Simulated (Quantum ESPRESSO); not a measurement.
# MgS (Niningerite): the LO frequency by hand

How high does the longitudinal optical mode of MgS (Niningerite) lie, given the transverse one, the Born charge and ε∞?

Main program and level: Quantum ESPRESSO 7.5; DFT LDA, scalar-relativistic, plane waves, PseudoDojo norm-conserving pseudopotentials.

## 1. The relaxed structure

The structure is cubic, space group Fm-3m (No. 225). The conventional cell has a = 5.132 Å, b = 5.132 Å, c = 5.132 Å, α = 90.00°, β = 90.00°, γ = 90.00°. Mg has 6 S at 2.57 Å nearest. S has 6 Mg at 2.57 Å nearest. Farther neighbours and most contacts between anions are not listed.

This is the cell after its relaxation at this level of theory, not the database cell from which that began.

## 2. What the response run gave

A linear-response run on the relaxed cell, with the response to an electric field; only its zone-centre results are used. Cutoff 84 Ry, k mesh 8×8×8.

Output:

```text
[banners, grids, parts of the stress and lines that vanish by symmetry left out]
Program PHONON v.7.5
     Reading xml data from directory:

[...]
Exchange-correlation= PW
                           (   1   4   0   0   0   0   0)
[...]
kinetic-energy cut-off    =      84.0000  Ry
     charge density cut-off    =     336.0000  Ry
     convergence threshold     =      1.0E-18
[...]
Exchange-correlation= PW
                           (   1   4   0   0   0   0   0)
[...]
q = (   0.0000000   0.0000000   0.0000000 )
     49 Sym.Ops. (with q -> -q+G )
     G cutoff =  800.4068  (  23589 G-vectors)     FFT grid: ( 45, 45, 45)
     number of k points=    29
[...]
Mode symmetry, O_h (m-3m)  point group:
[...]
Dielectric constant
[...]
End of electric fields calculation
          Dielectric constant in cartesian axis
          (       5.647347293       0.000000000       0.000000000 )
          (       0.000000000       5.647347293      -0.000000000 )
          (       0.000000000       0.000000000       5.647347293 )
          Effective charges (d Force / dE) in cartesian axis without acoustic sum rule applied (asr)
           atom    1  Mg    Mean Z*:        2.30179
      Ex  (        2.30179       -0.00000       -0.00000 )
      Ey  (       -0.00000        2.30179       -0.00000 )
      Ez  (        0.00000       -0.00000        2.30179 )
           atom    2  S     Mean Z*:       -2.31411
      Ex  (       -2.31411        0.00000       -0.00000 )
      Ey  (        0.00000       -2.31411        0.00000 )
      Ez  (       -0.00000        0.00000       -2.31411 )
          Effective charges Sum: Mean:       -0.01232
[...]
Effective charges (d Force / dE) in cartesian axis with asr applied:
           atom    1  Mg    Mean Z*:        2.30795
[...]
atom    2  S     Mean Z*:       -2.30795
[...]
Representation #   1 modes #   1   2   3
[...]
End of self-consistent calculation
     Convergence has been achieved
     Representation #   2 modes #   4   5   6
[...]
End of self-consistent calculation
     Convergence has been achieved
[...]
Dielectric constant in cartesian axis
          (       5.647347293       0.000000000       0.000000000 )
          (       0.000000000       5.647347293      -0.000000000 )
          (       0.000000000       0.000000000       5.647347293 )
          Effective charges (d Force / dE) in cartesian axis without acoustic sum rule applied (asr)
           atom    1  Mg    Mean Z*:        2.30179
      Ex  (        2.30179       -0.00000       -0.00000 )
      Ey  (       -0.00000        2.30179       -0.00000 )
      Ez  (        0.00000       -0.00000        2.30179 )
           atom    2  S     Mean Z*:       -2.31411
      Ex  (       -2.31411        0.00000       -0.00000 )
      Ey  (        0.00000       -2.31411        0.00000 )
      Ez  (       -0.00000        0.00000       -2.31411 )
          Effective charges Sum: Mean:       -0.01232
[...]
Effective charges (d Force / dE) in cartesian axis with asr applied:
           atom    1  Mg    Mean Z*:        2.30795
[...]
atom    2  S     Mean Z*:       -2.30795
[...]
q = (    0.000000000   0.000000000   0.000000000 )
[...]
freq (    1) =       0.081327 [THz] =       2.712772 [cm-1]
     freq (    2) =       0.081327 [THz] =       2.712772 [cm-1]
     freq (    3) =       0.081327 [THz] =       2.712772 [cm-1]
     freq (    4) =       7.538029 [THz] =     251.441587 [cm-1]
     freq (    5) =       7.538029 [THz] =     251.441587 [cm-1]
     freq (    6) =       7.538029 [THz] =     251.441587 [cm-1]
[...]
Mode symmetry, O_h (m-3m)  point group:
     freq (   1-   3) =          2.7  [cm-1]   --> T_1u G_15  G_4- I
     freq (   4-   6) =        251.4  [cm-1]   --> T_1u G_15  G_4- I

   JOB DONE.
```

```
                       quantity   value
             cell volume Ω (Å³)  33.786
                 mass of Mg (u)  24.305
                  mass of S (u)  32.060
     Born charge of Mg, raw (e)   2.302
      Born charge of S, raw (e)  -2.314
                             ε∞   5.647
ω(TO) after the sum rule (cm⁻¹)   251.4
```

## 3. The calculation

The charges must sum to zero over the cell; taking off their mean, -0.006 e, leaves Z* = 2.308 e on Mg. In the polar mode Mg moves against S, so the reduced mass is μ = 24.30 × 32.06 / 56.37 = 13.825 u.

A longitudinal wave builds up a field that adds to the restoring force: ω(LO)² = ω(TO)² + 4π Z*² / (μ Ω ε∞), in Hartree atomic units. With μ = 25201 electron masses and Ω = 228.00 bohr³ the second term is 2.0629e-06 Ha², or 99367 cm⁻² (1 Ha = 219474.6 cm⁻¹).

So ω(LO) = √(63212 + 99367) = 403.2 cm⁻¹, and by the Lyddane-Sachs-Teller relation ε₀ = ε∞ (ω(LO)/ω(TO))² = 14.52.

## 4. Check against the program

The analysis program adds the same non-analytic term to the full matrix, here for q along (1 0 0).

Output:

```text
[banner, memory and clock lines left out]
Program DYNMAT v.7.5

     Reading Dynamical Matrix from file g.dyn
     ...Force constants read
     ...epsilon and Z* read

     Polarizability (A^3 units)
     multiply by 0.392293 for Clausius-Mossotti correction
        12.494979    0.000000    0.000000
         0.000000   12.494979    0.000000
         0.000000   -0.000000   12.494979

     IR activities are in (D/A)^2/amu units

# mode   [cm-1]    [THz]      IR
    1     -0.00   -0.0000    0.0000
    2      0.00    0.0000    0.0000
    3      0.00    0.0000    0.0000
    4    251.42    7.5374    8.8894
    5    251.42    7.5374    8.8894
    6    403.21   12.0879    8.8894
```

ε₀ comes from the program's run without a direction of q.

```
    quantity  by hand  program
ω(LO) (cm⁻¹)    403.2    403.2
          ε₀    14.52    14.52
```

## 5. What came out

```yaml
to_mode: 251.4 cm⁻¹
lo_mode: 403.2 cm⁻¹
static_dielectric_constant: 14.52
```

**Reading.** The LO mode of MgS (Niningerite) lies at 403 cm⁻¹, 152 cm⁻¹ above the TO mode; the formula meets the program within 0.1 cm⁻¹, as it must for a cubic crystal with one polar mode. ω(LO)² − ω(TO)² goes with Z*²/ε∞: an error of 5 % in ε∞ would move the LO mode by 5.9 cm⁻¹, and semilocal functionals tend to overestimate ε∞. These are harmonic values at zero temperature, at the volume of this functional, for the structure held cubic; stability elsewhere in the zone is no part of this calculation.

[Host names and launcher messages were left out of these logs when they were recorded.]

[Logs are printed without paths, hosts, clocks, repeated set-up lines and the standing remarks that a program may print on its own settings, such as how far it seeks lower states.]

[Hosts, paths, dates, database ids (printed as entryN), source tags and the programs' standing remarks are cut or masked in the printed files.]
